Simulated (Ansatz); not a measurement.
**1T-SnSe2 bilayer (AA) in a perpendicular field**

Aim: how the 1T-SnSe2 bilayer (AA) screens a field along its normal, and what the field does to its bands. A positive field points along +c.

Program: Ansatz 0.2.0. Level of theory: plane-wave DFT, PBE-D3(BJ), Ansatz PAW. Results are calculated unless marked as measured.

**1. The starting structure**

The cell holds 6 atoms: 4 Se and 2 Sn. Cell: a = 3.870 Å, b = 3.870 Å, c = 45.621 Å, α = 90.0°, β = 90.0°, γ = 120.0°. Regions: layer 1: 1T-SnSe2, 3 atoms (2 Se and 1 Sn); layer 2: 1T-SnSe2, 3 atoms (2 Se and 1 Sn). Vacuum lies along c.

**2. Relaxing the slab**

The starting cell is a guess, so the in-plane lattice and the atoms are relaxed first, with the slab cut off from its images along the normal.

Input file input.yaml:

```yaml
crystal:
  lattice:
    - [3.87, 0.0, 0.0]
    - [-1.935, 3.3515183126, 0.0]
    - [0.0, 0.0, 45.6209780866]
  atoms:
    - { symbol: Se, position: [0.6666666667, 0.3333333333, 0.4197630301] }
    - { symbol: Sn, position: [0.0, 0.0, 0.4428937162] }
    - { symbol: Se, position: [0.3333333333, 0.6666666667, 0.4660244022] }
    - { symbol: Se, position: [0.6666666667, 0.3333333333, 0.5339755978] }
    - { symbol: Sn, position: [0.0, 0.0, 0.5571062838] }
    - { symbol: Se, position: [0.3333333333, 0.6666666667, 0.5802369699] }
  periodic: [true, true, false]
kpoints:
  mp_grid: { grid: [12, 12, 1] }
hamiltonian:
  xc: pbe
  dispersion: d3bj
scf:
  occupations: { method: fermi_dirac, width: 0.05 }
  convergence: { dr2_threshold: 1.0e-09 }
relax:
  f_tol: 0.004
  max_steps: 90
  cell: {}
output:
  write_potential: true
  write_density: true
  volumetric_format: npy
```

Started as:

```bash
> ansatz run input.yaml --threads 4 --pin off --max-ram 8192MiB --backend cpu --events-out ev --progress --plain --runs-dir out
```

Numbers of over 12 decimals in the logs are rounded to 6 here.

Log:

```text
Warning: relax.cell: scf.convergence.dr2_threshold = 1e-9 eV is looser than the 1.99989145901e-10 eV advised for a relaxation that steers and ends on the stress (1e-10 eV for each atom of the cell: 6, times the square of relax.cell.stress_2d_tol = 0.05 N/m over 17.3 Å (the atoms' height at the walk's start and 5 Å past either face), 2.887e-2 GPa, over a crystal's default 0.05). What an SCF threshold leaves in a stress goes as its square root, and in the free energy as the threshold itself, and one threshold admits the most on a small cell: [figures from the program's tests cut] Set scf.convergence.dr2_threshold to 1.99989145901e-10 eV or tighter. [rest of the remark cut]
Engine: ansatz 0.2.0, aarch64-unknown-linux-gnu
Pseudopotentials: kind: paw
Pseudopotential: Se, paw, valence charge 16, recommended cutoff 420 eV (normal), Se.paw.azcp
Pseudopotential: Sn, paw, valence charge 14, recommended cutoff 420 eV (normal), Sn.paw.azcp
Functional definition: PBE
  parameter kappa = 0.804
  parameter beta = 0.066725
  exchange = pbe_x(kappa = kappa, mu = beta*pi^2/3)
  correlation = pbe_c(beta = beta)
Crystal: 6 atoms, lattice volume = 591.721 Å³
Basis set: ecut = 420 eV, 11673 PW (Γ), exchange–correlation on 54×54×640 points (8 copies of the dense FFT grid, shifted against one another)
Bands: 56, of which v1, the nominal top of the filled ones, is band 46 counted from 1 (45 counted from 0)
Symmetry: 12 space group operations
Space group: P-3m1 (ITA 164), of the structure as read, at distance tolerance 8.4e-5 Å
k-points: 19 of 144
Non-local potential: Se, projectors of the file, l = 0: 2, l = 1: 2, l = 2: 3, l = 3: 1
Non-local potential: Sn, projectors of the file, l = 0: 2, l = 1: 2, l = 2: 2, l = 3: 2
PAW form: soft (Blöchl's): semilocal exchange-correlation on the pseudo side does not see the compensation charge
PAW one-centre angular grid: Se, 590 points (default); XC on 64 Gauss nodes
PAW one-centre angular grid: Sn, 590 points (default); XC on 64 Gauss nodes
Initial density: superposition of atomic densities (neutral atoms: chi_scale 0, normalization atom), corrected by the library's trained network
Initial wavefunctions: pseudopotential atomic-orbital guess
Functional: x = pbe(κ = 0.804, μ = 0.219515), c = pbe(β = 0.066725)
SCF iter   1: F=—  HF=-33922.988709 eV  |F-HF|=—  |Δ(HF+E_count)|=         —  Δρ=1.99e-3  dr2=6.33e-2  ethr=1.77e-3  ⟨swp⟩=14.5  Hψ=6514  notcnv=0  defer=21
preconditioner: auto → LDOS  [insulator: Δε(μ)=0.368 eV  Ē_g=17.060 eV  σ=0.050 eV  W_gap=0.87  n_scr=94 (ndim 8)  ℏωp=11.0 eV  f_vac=0.760  D(μ)=0.07/eV (n_scr^D=2)  ε∞_Penn≈1.4  β→1.0]
SCF iter   2: F=—  HF=-33923.006901 eV  |F-HF|=—  |Δ(HF+E_count)|=   1.82e-2  Δρ=2.11e-3  dr2=1.60e-1  ethr=6.88e-5  ⟨swp⟩=5.2  Hψ=3178  notcnv=0  defer=67
preconditioner: auto → Resta (q_TF=auto, 2.001 Å⁻¹)  ε∞=1.4  [insulator: Δε(μ)=0.389 eV  Ē_g=17.052 eV  σ=0.050 eV  W_gap=0.90  n_scr=94 (ndim 8)  ℏωp=11.0 eV  f_vac=0.761  D(μ)=0.05/eV (n_scr^D=0)  ε∞_Penn≈1.4  vacuum switching on, ρ_ref=2.1e-2 e/Å³  β→0.5]
SCF iter   3: F=—  HF=-33922.975219 eV  |F-HF|=—  |Δ(HF+E_count)|=   3.17e-2  Δρ=3.74e-4  dr2=3.34e-3  ethr=6.88e-5  ⟨swp⟩=4.1  Hψ=2067  notcnv=0  defer=67
SCF iter   4: F=—  HF=-33922.975024 eV  |F-HF|=—  |Δ(HF+E_count)|=   1.95e-4  Δρ=1.75e-4  dr2=2.64e-4  ethr=3.64e-6  ⟨swp⟩=3.4  Hψ=1871  notcnv=0  defer=67
SCF iter   5: F=—  HF=-33922.975097 eV  |F-HF|=—  |Δ(HF+E_count)|=   7.34e-5  Δρ=6.23e-5  dr2=1.57e-5  ethr=2.87e-7  ⟨swp⟩=3.3  Hψ=1888  notcnv=0  defer=67
SCF iter   6: F=—  HF=-33922.975113 eV  |F-HF|=—  |Δ(HF+E_count)|=   1.59e-5  Δρ=1.55e-5  dr2=1.25e-6  ethr=1.70e-8  ⟨swp⟩=3.1  Hψ=2171  notcnv=0  defer=67
SCF iter   7: F=—  HF=-33922.975168 eV  |F-HF|=—  |Δ(HF+E_count)|=   5.49e-5  Δρ=3.71e-6  dr2=8.35e-8  ethr=1.35e-9  ⟨swp⟩=3.3  Hψ=2096  notcnv=0  defer=67
SCF iter   8: F=—  HF=-33922.975168 eV  |F-HF|=—  |Δ(HF+E_count)|=   6.89e-8  Δρ=1.65e-6  dr2=1.92e-8  ethr=9.07e-11  ⟨swp⟩=3.1  Hψ=2225  notcnv=0  defer=67
SCF iter   9: F=—  HF=-33922.975168 eV  |F-HF|=—  |Δ(HF+E_count)|=   8.92e-9  Δρ=4.72e-7  dr2=1.34e-9  ethr=2.09e-11  ⟨swp⟩=3.8  Hψ=2557  notcnv=0  defer=67
SCF iter  10: F=-33922.975168 eV  HF=-33922.975168 eV  |F-HF|=4.00e-10  |Δ(HF+E_count)|=  8.80e-10  Δρ=1.31e-7  dr2=9.93e-11  ethr=1.09e-12  ⟨swp⟩=12.3  Hψ=7911  notcnv=0
SCF 1 converged in 10 iterations: F = -33922.975168 eV  dr2 = 9.93e-11
  greatest PAW one-centre occupation: 1.000 electrons in one spin orbital (limit 2), on the Se atom at site 3 (counted from 0), in its partial waves of l = 2
relax step   1: F+E_penalty+E_count = -33922.97516820 eV  Δ(F+E_penalty+E_count) = +0.000e0 eV  max|allowed force component| = 5.184e0 eV/Å  Δτ_max = 0.0000 Å  P = +35.888 N/m  Ω = 591.721 Å³  fix = [c, alpha, beta]  reactions: c +0.000 N/m  (10 SCF iters, accepted)
Crystal: 6 atoms, lattice volume = 608.603 Å³
Basis set: ecut = 420 eV, 12057 PW (Γ), exchange–correlation on 54×54×640 points (8 copies of the dense FFT grid, shifted against one another)
Initial density: handed on by an earlier stage of this run
Initial wavefunctions: those handed on with the density
iter 1 solved again at ethr=1.74e-4 eV; its pass at ethr=3.10e-3 eV (dr2=1.60e-1 eV) is discarded
SCF iter   1: F=—  HF=-33926.686614 eV  |F-HF|=—  |Δ(HF+E_count)|=         —  Δρ=4.85e-3  dr2=1.58e-1  ethr=1.74e-4  ⟨swp⟩=4.3  Hψ=6510  notcnv=0
preconditioner: auto → Resta (q_TF=auto, 1.991 Å⁻¹)  ε∞=1.7  [insulator: Δε(μ)=0.370 eV  Ē_g=10.393 eV  σ=0.050 eV  W_gap=0.91  n_scr=94 (ndim 8)  ℏωp=8.5 eV  f_vac=0.754  D(μ)=0.05/eV (n_scr^D=0)  ε∞_Penn≈1.7  vacuum switching on, ρ_ref=7.8e-3 e/Å³]
SCF iter   2: F=—  HF=-33926.647619 eV  |F-HF|=—  |Δ(HF+E_count)|=   3.90e-2  Δρ=2.27e-3  dr2=2.02e-2  ethr=1.72e-4  ⟨swp⟩=4.4  Hψ=2048  notcnv=0  defer=6
SCF iter   3: F=—  HF=-33926.647639 eV  |F-HF|=—  |Δ(HF+E_count)|=   2.01e-5  Δρ=1.02e-3  dr2=2.29e-2  ethr=2.20e-5  ⟨swp⟩=4.0  Hψ=2350  notcnv=0  defer=7
SCF iter   4: F=—  HF=-33926.645592 eV  |F-HF|=—  |Δ(HF+E_count)|=   2.05e-3  Δρ=4.98e-4  dr2=4.43e-3  ethr=2.20e-5  ⟨swp⟩=3.1  Hψ=1513  notcnv=0  defer=8
SCF iter   5: F=—  HF=-33926.645380 eV  |F-HF|=—  |Δ(HF+E_count)|=   2.12e-4  Δρ=1.60e-4  dr2=1.93e-4  ethr=4.82e-6  ⟨swp⟩=3.0  Hψ=1599  notcnv=0  defer=8
SCF iter   6: F=—  HF=-33926.645429 eV  |F-HF|=—  |Δ(HF+E_count)|=   4.93e-5  Δρ=4.33e-5  dr2=1.52e-5  ethr=2.10e-7  ⟨swp⟩=3.4  Hψ=2094  notcnv=0  defer=8
SCF iter   7: F=—  HF=-33926.645439 eV  |F-HF|=—  |Δ(HF+E_count)|=   1.00e-5  Δρ=1.01e-5  dr2=6.47e-7  ethr=1.65e-8  ⟨swp⟩=3.6  Hψ=2284  notcnv=0  defer=8
[...]
SCF iter   8: F=—  HF=-33928.158711 eV  |F-HF|=—  |Δ(HF+E_count)|=   2.81e-7  Δρ=2.26e-6  dr2=6.92e-8  ethr=3.89e-10  ⟨swp⟩=3.0  Hψ=2146  notcnv=0  defer=9
SCF iter   9: F=—  HF=-33928.158711 eV  |F-HF|=—  |Δ(HF+E_count)|=   1.03e-9  Δρ=6.96e-7  dr2=4.28e-9  ethr=7.52e-11  ⟨swp⟩=3.9  Hψ=2425  notcnv=0  defer=9
SCF iter  10: F=-33928.158711 eV  HF=-33928.158711 eV  |F-HF|=5.31e-10  |Δ(HF+E_count)|=   4.40e-9  Δρ=1.73e-7  dr2=1.72e-10  ethr=1.09e-12  ⟨swp⟩=11.4  Hψ=7242  notcnv=0
SCF 3 converged in 10 iterations: F = -33928.158711 eV  dr2 = 1.72e-10
relax step   3: F+E_penalty+E_count = -33928.15871127 eV  Δ(F+E_penalty+E_count) = -1.513e0 eV  max|allowed force component| = 1.177e0 eV/Å  Δτ_max = 0.1945 Å  P = +3.280 N/m  Ω = 604.908 Å³  energy of the carried Pulay correction = -1.358e-3 eV  fix = [c, alpha, beta]  reactions: c +0.000 N/m  (10 SCF iters, accepted)
[...]
relax step   4: F+E_penalty+E_count = -33928.45787817 eV  Δ(F+E_penalty+E_count) = -2.992e-1 eV  max|allowed force component| = 1.690e-1 eV/Å  Δτ_max = 0.1941 Å  P = +0.449 N/m  Ω = 596.402 Å³  energy of the carried Pulay correction = -4.855e-4 eV  fix = [c, alpha, beta]  reactions: c +0.000 N/m  (9 SCF iters, accepted)
[...]
relax step   5: F+E_penalty+E_count = -33928.52795466 eV  Δ(F+E_penalty+E_count) = -7.008e-2 eV  max|allowed force component| = 8.181e-2 eV/Å  Δτ_max = 0.1943 Å  P = -0.977 N/m  Ω = 593.357 Å³  energy of the carried Pulay correction = -1.701e-4 eV  fix = [c, alpha, beta]  reactions: c -0.000 N/m  (10 SCF iters, accepted)
[...]
relax step   6: F+E_penalty+E_count = -33928.54534973 eV  Δ(F+E_penalty+E_count) = -1.740e-2 eV  max|allowed force component| = 9.144e-2 eV/Å  Δτ_max = 0.1034 Å  P = -0.567 N/m  Ω = 585.461 Å³  energy of the carried Pulay correction = +6.555e-4 eV  fix = [c, alpha, beta]  reactions: c -0.000 N/m  (9 SCF iters, accepted)
[...]
relax step   7: F+E_penalty+E_count = -33928.54943431 eV  Δ(F+E_penalty+E_count) = -4.085e-3 eV  max|allowed force component| = 1.404e-2 eV/Å  Δτ_max = 0.0505 Å  P = -0.040 N/m  Ω = 580.960 Å³  energy of the carried Pulay correction = +1.131e-3 eV  fix = [c, alpha, beta]  reactions: c -0.000 N/m  (9 SCF iters, accepted)
[...]
relax step   8: F+E_penalty+E_count = -33928.54946135 eV  Δ(F+E_penalty+E_count) = -2.704e-5 eV  max|allowed force component| = 1.623e-3 eV/Å  Δτ_max = 0.0024 Å  P = -0.011 N/m  Ω = 580.987 Å³  energy of the carried Pulay correction = +1.128e-3 eV  fix = [c, alpha, beta]  reactions: c -0.000 N/m  (6 SCF iters, accepted)
Initial wavefunctions: pseudopotential atomic-orbital guess (no wavefunctions were taken with the density)
iter 1 solved again at ethr=5.18e-7 eV; its pass at ethr=3.10e-3 eV (dr2=4.76e-4 eV) is discarded
SCF iter   1: F=—  HF=-33928.548850 eV  |F-HF|=—  |Δ(HF+E_count)|=         —  Δρ=9.00e-6  dr2=1.01e-7  ethr=5.18e-7  ⟨swp⟩=5.8  Hψ=9590  notcnv=0
eigensolver tolerance schedule: the retry pair's looser diagonalisation over-reported the residual by 4700.57 of it (diagonalisation noise at 3.65 of the residual, at the tolerance the schedule requests for it); recorded, not acted on — ethr = c·dr2/N_el stays at c = 1.0e-1
SCF iter   2: F=—  HF=-33928.548874 eV  |F-HF|=—  |Δ(HF+E_count)|=   2.45e-5  Δρ=4.69e-6  dr2=4.82e-8  ethr=1.10e-10  ⟨swp⟩=5.1  Hψ=3409  notcnv=0
SCF iter   3: F=—  HF=-33928.548874 eV  |F-HF|=—  |Δ(HF+E_count)|=   4.18e-8  Δρ=2.16e-6  dr2=1.27e-8  ethr=5.24e-11  ⟨swp⟩=2.8  Hψ=1645  notcnv=0
SCF iter   4: F=—  HF=-33928.548874 eV  |F-HF|=—  |Δ(HF+E_count)|=   1.18e-8  Δρ=7.48e-7  dr2=1.20e-8  ethr=1.38e-11  ⟨swp⟩=2.9  Hψ=1546  notcnv=0
SCF iter   5: F=—  HF=-33928.548874 eV  |F-HF|=—  |Δ(HF+E_count)|=  2.26e-10  Δρ=4.80e-7  dr2=5.25e-9  ethr=1.30e-11  ⟨swp⟩=2.2  Hψ=1313  notcnv=0
SCF iter   6: F=-33928.548874 eV  HF=-33928.548874 eV  |F-HF|=6.26e-10  |Δ(HF+E_count)|=  5.24e-10  Δρ=1.96e-7  dr2=8.13e-10  ethr=1.09e-12  ⟨swp⟩=12.6  Hψ=7666  notcnv=0
SCF 9 converged in 6 iterations: F = -33928.548874 eV  dr2 = 8.13e-10
relax step   9: F+E_penalty+E_count = -33928.54887433 eV  Δ(F+E_penalty+E_count) = +5.870e-4 eV  max|allowed force component| = 1.820e-3 eV/Å  Δτ_max = 0.0000 Å  P = -0.047 N/m  Ω = 580.987 Å³  fix = [c, alpha, beta]  reactions: c -0.000 N/m  stress off target by 4.73e-2 N/m on what of the cell is left free  SCF on the basis re-selected at this cell (its energy is not comparable with the rows above)  (6 SCF iters)
basis re-selected at this cell: Δ(F+E_penalty+E_count) = +5.870e-4 eV, ΔP = -0.037 N/m vs the last step (what re-selecting the basis moved, of the pressure what is left beyond the Pulay correction that the steps carried, after the strain that the cell walked since its last selection, with what the two solves' SCF thresholds leave and, on support functions, any second-order correction that the steps lacked; it is no m [...]
SCF converged after 6 iterations
Free energy (F): -33928.548874 eV
Harris-Foulkes:  -33928.548874 eV  (|F-HF|=6.26e-10)
Internal energy: -33928.548757 eV  (E = F + TS)
E sigma→0 (E₀):  -33928.548816 eV
Entropy (-TS):   -0.000118 eV (-0.020 meV/atom)
Fermi energy:    -5.574238 eV
--- Per-component energies (eV) ---
  E_band       = -3001.109724
  E_kinetic    = 848.156495
  E_local      = -468257.178396  (includes V_loc(G=0)·N_el)
  E_nonlocal   = -2444.745676
  E_hartree    = 233641.996179
  E_xc         = -1178.876562
  E_vxc        = -581.553295  (∫ρ·V_xc dr)
  E_paw        = -15927.426691  (= ΣΔE_a)
  E_vpaw       = 150.231129  (= ΣTr[D̂ρ^β])
  E_aug_tail   = -0.002421  (compensation charges beyond the density's cutoff)
  E_ewald      = 219391.366368
  E_disp       = -1.838053  (pairwise vdW)
  E_smearing   = -0.000118  (= −TS)
  E_closure    = -0.000000  (closes the sum)
  Σ components = -33928.548874   (vs F -33928.548874, Δ=0.00e0)
--- Forces (eV/Å), atoms counted from 1 ---
  atom   1  Se     0.00000000    -0.00000000    -0.00093669
  atom   2  Sn    -0.00000000     0.00000000    -0.00022824
  atom   3  Se     0.00000000     0.00000000     0.00182046
  atom   4  Se     0.00000000    -0.00000000    -0.00182046
  atom   5  Sn     0.00000000    -0.00000000     0.00022824
  atom   6  Se    -0.00000000     0.00000000     0.00093669
  max |Σ_I F_I| component: 0.00e0 eV/Å
--- 2D stress c σ (N/m, compression-positive) ---
       -0.047347       0.000000      -0.000000
        0.000000      -0.047347      -0.000000
       -0.000000      -0.000000      -0.000000
  P = ½ c Tr σ = -0.0473 N/m
--- Band table (eV; the first three rows and the last of 19) ---
  k-point 0: bands = [... 42 lower, -6.1574, -6.1574, -6.0382, -6.0382, -4.6735, -3.7886, -2.9089, -2.7978, ... 6 higher]
  k-point 1: bands = [... 42 lower, -6.4315, -6.2605, -6.1086, -5.9652, -4.1750, -3.6612, -2.4899, -2.3979, ... 6 higher]
  k-point 2: bands = [... 42 lower, -7.0788, -6.2253, -6.1383, -5.9402, -3.9310, -3.6327, -2.2097, -1.8405, ... 6 higher]
  k-point 18: bands = [... 42 lower, -7.2738, -7.2738, -6.4872, -6.4872, -4.6056, -3.8656, -1.1573, -1.1573, ... 6 higher]
  the weakly bound empty levels are not read free of the cell's end (no_gap_told)
--- Relaxed structure (8 steps of the walk, 8 accepted, 1 SCFs on fresh bases) ---
  F+E_penalty+E_count = -33928.54887433 eV   max|allowed force component| = 1.820e-3 eV/Å   (the final SCF, on the basis selected at the relaxed cell)
  cell:  # Å, volume = 580.9872 Å³
    - [3.834738, 0, 0]
    - [-1.917369, 3.320980, 0]
    - [0, 0, 45.6209780866]
  atoms:
    - { symbol: Se, position: [0.666667, 0.333333, 0.399346] }
    - { symbol: Sn, position: [-2.157896177582659e-18, -4.315792355165318e-18, 0.434326] }
    - { symbol: Se, position: [0.333333, 0.666667, 0.469332] }
    - { symbol: Se, position: [0.666667, 0.333333, 0.530668] }
    - { symbol: Sn, position: [2.1578961775826635e-18, 4.315792355165327e-18, 0.565674] }
    - { symbol: Se, position: [0.333333, 0.666667, 0.600654] }
```

It took 73 s on 4 threads of Arm Neoverse V2, shared host; peak memory 1.4 GiB; 4.8 min of CPU time.

Step by step:

```tsv
step	energy less that of the first step (eV)	largest force component (eV/Å)	volume (Å³)
1	0.0000	5.1836	591.72
2	-3.6703	2.9305	608.60
3	-5.1835	1.1771	604.91
4	-5.4827	0.1690	596.40
5	-5.5528	0.0818	593.36
6	-5.5702	0.0914	585.46
7	-5.5743	0.0140	580.96
8	-5.5743	0.0016	580.99
9*	-5.5737	0.0018	580.99
```

Relaxation steps marked * repeat the geometry before them on a plane-wave basis chosen anew for their cell, so energy and pressure can jump there.

Forces are held to the 12 operations that the run works with; a distortion that breaks them can't arise in this run.

```tsv
cell as run	before	after	change
a (Å)	3.870	3.835	-0.9 %
b (Å)	3.870	3.835	-0.9 %
```

The atoms that moved most (Å, along periodic axes as changes of fractional coordinates times the final cell, across vacuum about the mean position):

```tsv
atom	dx	dy	dz	length
Se1	0.000	0.000	-0.931	0.931
Se6	0.000	0.000	0.931	0.931
Sn5	0.000	0.000	0.391	0.391
Sn2	0.000	0.000	-0.391	0.391
Se3	0.000	0.000	0.151	0.151
Se4	0.000	0.000	-0.151	0.151
```

Final coordinates:

```xyz
6
Lattice="3.8347 0.0000 0.0000 -1.9174 3.3210 0.0000 0.0000 0.0000 45.6210" Properties=species:S:1:pos:R:3
Se    1.9174    1.1070   18.2186
Sn    0.0000    0.0000   19.8144
Se    0.0000    2.2140   21.4114
Se    1.9174    1.1070   24.2096
Sn    0.0000    0.0000   25.8066
Se    0.0000    2.2140   27.4024
```

This step gave:

```yaml
energy_at_zero_smearing: -33928.5488 eV
```

The lattice constant a goes from 3.870 to 3.835 Å.

(Part 1 of 3 ends here.)

[Logs are printed without paths, hosts, clocks, repeated set-up lines and the standing remarks that a program may print on its own settings, such as how far it seeks lower states.]

[Hosts, paths, dates, database ids (printed as entryN), source tags and the programs' standing remarks are cut or masked in the printed files.]

[Maps of the electrostatic potential energy from Ansatz leave out the sawtooth potential of an applied field or a dipole correction, so their vacuum need not be flat; planar profiles and work functions include it.]
